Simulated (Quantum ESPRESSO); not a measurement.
## Constrained canting in MnPt

Wanted: bilinear and biquadratic couplings of MnPt from constrained non-collinear runs.

Main program and level: Quantum ESPRESSO 7.5; LDA; plane waves with GBRV 1.5 LDA potentials, no spin-orbit coupling.

This is a report of a sequence of runs, with most program output left out.

## (1) Starting point

The structure is tetragonal, space group P4/mmm (No. 123). The conventional cell has a = 2.830 Å, b = 2.830 Å, c = 3.660 Å, α = 90.00°, β = 90.00°, γ = 90.00°. Nearest to Mn lie 8 Pt at 2.71 Å and 4 Mn at 2.83 Å. Nearest to Pt lie 8 Mn at 2.71 Å and 4 Pt at 2.83 Å. Farther neighbours are not listed.

The cell comes from the Crystallography Open Database.

## (2) The collinear order that defines the sublattices

Typed as antiferro q=(1/2,1/2,0) +-. The wavevector q is in fractions of the reciprocal vectors of the crystal's primitive cell, as the cells of these inputs are built from it; moments change sign between cells as cos(2π q·R).

Input file pw.in:

```
&CONTROL
  calculation = 'scf'
  prefix = 'pwscf'
  outdir = './tmp'
  pseudo_dir = './pseudo'
  disk_io = 'nowf'
/
&SYSTEM
  ibrav = 0
  nat = 4
  ntyp = 3
  ecutwfc = 34
  ecutrho = 238
  nbnd = 41
  occupations = 'smearing'
  smearing = 'fd'
  degauss = 0.00734986
  nspin = 2
  starting_magnetization(1) = 0.2333
  starting_magnetization(2) = -0.2333
  starting_magnetization(3) = 0
/
&ELECTRONS
  conv_thr = 4d-08
  electron_maxstep = 150
  mixing_beta = 0.3
/
ATOMIC_SPECIES
Mn1    54.9380 mn_lda_v1.5.uspp.F.UPF
Mn2    54.9380 mn_lda_v1.5.uspp.F.UPF
Pt    195.0840 pt_lda_v1.4.uspp.F.UPF
CELL_PARAMETERS angstrom
   5.6600000000    0.0000000000    0.0000000000
   2.8300000000    2.8300000000    0.0000000000
   0.0000000000    0.0000000000    3.6600000000
ATOMIC_POSITIONS crystal
Mn1     0.0000000000    0.0000000000    0.0000000000
Mn2     0.5000000000    0.0000000000    0.0000000000
Pt      0.0000000000    0.5000000000    0.5000000000
Pt      0.5000000000    0.5000000000    0.5000000000
K_POINTS automatic
3 6 6 0 0 0
```

Run with:

```sh
$ OMP_NUM_THREADS=1 mpirun -n 4 pw.x -nk 4 -in pw.in > pw.out
```

Run time: 18 s. Hardware: 4 MPI ranks of Arm Neoverse V1, shared host; peak memory 0.36 GiB; 71 s of CPU time.

Spin moment in the atom's sphere by atom:

```tsv
atom	spin moment in the atom's sphere (μB)
Mn1	3.57
Mn2	-3.57
Pt3	0.00
Pt4	0.00
```

Numbers from this step:

| Property | Result |
| --- | --- |
| smearing term TS | 0.03043 eV |
| magnetization | 0 μB |
| absolute magnetization | 7.55 μB |
| final state | antiferromagnetic |

## (3) The parallel state in the same cell

This run has no penalty. It is needed because the penalty of the later runs acts on every atom: an induced moment is typed with its parallel value times cos(θ/2) along z and its opposed value times sin(θ/2) along x, rounded to 0.01 μB.

Input file pw.in:

```
&CONTROL
  calculation = 'scf'
  prefix = 'pwscf'
  outdir = './tmp'
  pseudo_dir = './pseudo'
  disk_io = 'nowf'
/
&SYSTEM
  ibrav = 0
  nat = 4
  ntyp = 2
  ecutwfc = 34
  ecutrho = 238
  nbnd = 44
  occupations = 'smearing'
  smearing = 'fd'
  degauss = 0.00734986
  nspin = 2
  starting_magnetization(1) = 0.2333
  starting_magnetization(2) = 0
/
&ELECTRONS
  conv_thr = 4d-08
  electron_maxstep = 150
  mixing_beta = 0.3
/
ATOMIC_SPECIES
Mn     54.9380 mn_lda_v1.5.uspp.F.UPF
Pt    195.0840 pt_lda_v1.4.uspp.F.UPF
CELL_PARAMETERS angstrom
   5.6600000000    0.0000000000    0.0000000000
   2.8300000000    2.8300000000    0.0000000000
   0.0000000000    0.0000000000    3.6600000000
ATOMIC_POSITIONS crystal
Mn      0.0000000000    0.0000000000    0.0000000000
Mn      0.5000000000    0.0000000000    0.0000000000
Pt      0.0000000000    0.5000000000    0.5000000000
Pt      0.5000000000    0.5000000000    0.5000000000
K_POINTS automatic
3 6 6 0 0 0
```

Elapsed: 19 s, on 4 MPI ranks; peak memory 0.36 GiB.

Spin moment in the atom's sphere by atom:

```tsv
atom	spin moment in the atom's sphere (μB)
Mn1	3.51
Mn2	3.51
Pt3	0.35
Pt4	0.35
```

This step gave:

- smearing term TS: 0.1282 eV
- magnetization: 7.933 μB
- absolute magnetization: 8.039 μB
- final state: ferromagnetic

## (4) Angle 0°, no penalty

The two sets tilt by half the angle to either side of z. A collinear state is stationary and needs no penalty.

Edit pw.in of step 3 so:

```diff
@@ -13,3 +13,3 @@
   ecutrho = 238
-  nbnd = 44
+  nbnd = 82
   occupations = 'smearing'
@@ -17,4 +17,6 @@
   degauss = 0.00734986
-  nspin = 2
-  starting_magnetization(1) = 0.2333
+  noncolin = .true.
+  starting_magnetization(1) = 0.238
+  angle1(1) = 0
+  angle2(1) = 0
   starting_magnetization(2) = 0
```

Elapsed: 42 s, on 4 MPI ranks; peak memory 0.47 GiB; 2.8 min of CPU time.

Spin moment in the atom's sphere by atom:

```tsv
atom	x (μB)	y (μB)	z (μB)	size
Mn1	0.00	0.00	3.51	3.51
Mn2	0.00	0.00	3.51	3.51
Pt3	0.00	0.00	0.35	0.35
Pt4	0.00	0.00	0.35	0.35
```

Numbers from this step:

```yaml
smearing_term_ts: 0.1282 eV
magnetization: 0, 0, 7.933 μB
absolute_magnetization: 8.039 μB
final_state: ferromagnetic
```

## (5) Angle 45°, lambda 2 Ry

A penalty pulls the polar angle of each moment to the typed one; its size and its azimuth are free.

Edit pw.in of step 4 so:

```diff
@@ -10,3 +10,3 @@
   nat = 4
-  ntyp = 2
+  ntyp = 3
   ecutwfc = 34
@@ -19,5 +19,12 @@
   starting_magnetization(1) = 0.238
-  angle1(1) = 0
+  angle1(1) = 22.501
   angle2(1) = 0
-  starting_magnetization(2) = 0
+  starting_magnetization(2) = 0.238
+  angle1(2) = 22.501
+  angle2(2) = 180
+  starting_magnetization(3) = 0.02
+  angle1(3) = 0
+  angle2(3) = 0
+  constrained_magnetization = 'atomic direction'
+  lambda = 2
 /
@@ -29,3 +36,4 @@
 ATOMIC_SPECIES
-Mn     54.9380 mn_lda_v1.5.uspp.F.UPF
+Mn1    54.9380 mn_lda_v1.5.uspp.F.UPF
+Mn2    54.9380 mn_lda_v1.5.uspp.F.UPF
 Pt    195.0840 pt_lda_v1.4.uspp.F.UPF
@@ -36,4 +44,4 @@
 ATOMIC_POSITIONS crystal
-Mn      0.0000000000    0.0000000000    0.0000000000
-Mn      0.5000000000    0.0000000000    0.0000000000
+Mn1     0.0000000000    0.0000000000    0.0000000000
+Mn2     0.5000000000    0.0000000000    0.0000000000
 Pt      0.0000000000    0.5000000000    0.5000000000
```

Elapsed: 70 s, on 4 MPI ranks; peak memory 0.53 GiB; 4.6 min of CPU time.

Spin moment in the atom's sphere by atom:

```tsv
atom	x (μB)	y (μB)	z (μB)	size
Mn1	1.46	0.00	3.22	3.54
Mn2	-1.46	0.00	3.22	3.54
Pt3	0.00	0.00	0.33	0.33
Pt4	0.00	0.00	0.33	0.33
```

Read from the output:

```yaml
smearing_term_ts: 0.1067 eV
magnetization: 0, 0, 7.296 μB
absolute_magnetization: 8.058 μB
penalty_energy: 9.212 meV
final_state: non-collinear
```

## (6) Angle 90°, lambda 2 Ry

Edit pw.in of step 5 so:

```diff
@@ -19,8 +19,8 @@
   starting_magnetization(1) = 0.238
-  angle1(1) = 22.501
+  angle1(1) = 45
   angle2(1) = 0
   starting_magnetization(2) = 0.238
-  angle1(2) = 22.501
+  angle1(2) = 45
   angle2(2) = 180
-  starting_magnetization(3) = 0.02
+  starting_magnetization(3) = 0.0156
   angle1(3) = 0
```

The job ended after 67 s (4 MPI ranks; peak memory 0.53 GiB).

Numbers from this step:

* smearing term TS: 0.06927 eV
* magnetization: 0, 0, 5.646 μB
* absolute magnetization: 7.982 μB
* penalty energy: 3.804 meV
* final state: non-collinear
* largest moment: 3.552 μB

## (7) Angle 180°, no penalty

Edit pw.in of step 6 so:

```diff
@@ -19,12 +19,8 @@
   starting_magnetization(1) = 0.238
-  angle1(1) = 45
+  angle1(1) = 90
   angle2(1) = 0
   starting_magnetization(2) = 0.238
-  angle1(2) = 45
+  angle1(2) = 90
   angle2(2) = 180
-  starting_magnetization(3) = 0.0156
-  angle1(3) = 0
-  angle2(3) = 0
-  constrained_magnetization = 'atomic direction'
-  lambda = 2
+  starting_magnetization(3) = 0
 /
```

Run time: 51 s. Hardware: 4 MPI ranks; peak memory 0.5 GiB; 3.4 min of CPU time.

This step gave:

```
smearing term TS       : 0.03043 eV
magnetization          : 0, 0, 0 μB
absolute magnetization : 7.55 μB
final state            : antiferromagnetic
largest moment         : 3.574 μB
```

## (8) The angles together

Not every run of the table is shown above.

Canting:

```tsv
lambda (Ry)	typed angle (degrees)	final angle (degrees)	energy less that at the first angle (meV a seeded atom)	penalty energy, not in the total (meV a cell)	largest site moment (μB)	CPU time (s)
-	0	0	0	0	3.514	169.3
2	45	48.75	-66.64	9.212	3.535	277.9
2	90	91.35	-189.2	3.804	3.552	268.4
2	135	135.5	-293.4	0.8944	3.564	280.6
-	180	180	-333	0	3.574	202.1
```

A fit to E = E0 − A cos θ − B cos² θ gives A = -166 meV and B = -18.5 meV a seeded atom.

## (9) Summary of results

| Quantity | Value |
| --- | --- |
| angle of lowest energy | 180° |
| range of the energy | 333 meV a seeded atom |
| range of the largest moment | 3.51 to 3.57 μB |
| bilinear coefficient A | -166 meV |
| biquadratic coefficient B | -18.5 meV |

In words: The penalty holds the angles within 3.8° of the typed ones. A is negative, so opposed sublattices are favoured; B is 0.11 of it in size and favours perpendicular moments, a term beyond the Heisenberg model. The largest moment changes by 1.7 % over the angles. This holds for the two sublattices of this cell; other orders were not tried. Without spin–orbit coupling only the angle between the moments matters. The mesh is coarse, so differences of some ten meV can be noise where moments are itinerant. Energies are free energies at an electronic temperature of 1160 K, which lowers moments and differences where the moments are itinerant. The cutoff lies under the 40 Ry that these files are usually run at.

[Logs and program files are shortened in this print: banners, set-up blocks, solver, clock and traceback lines can be left out without a mark of their own.]

[Logs are printed without paths, hosts, clocks, repeated set-up lines and the standing remarks that a program may print on its own settings, such as how far it seeks lower states.]

[Hosts, paths, dates, database ids (printed as entryN), source tags and the programs' standing remarks are cut or masked in the printed files.]

[Where a cell is said to come from a database of computed structures, the database is the Materials Project.]
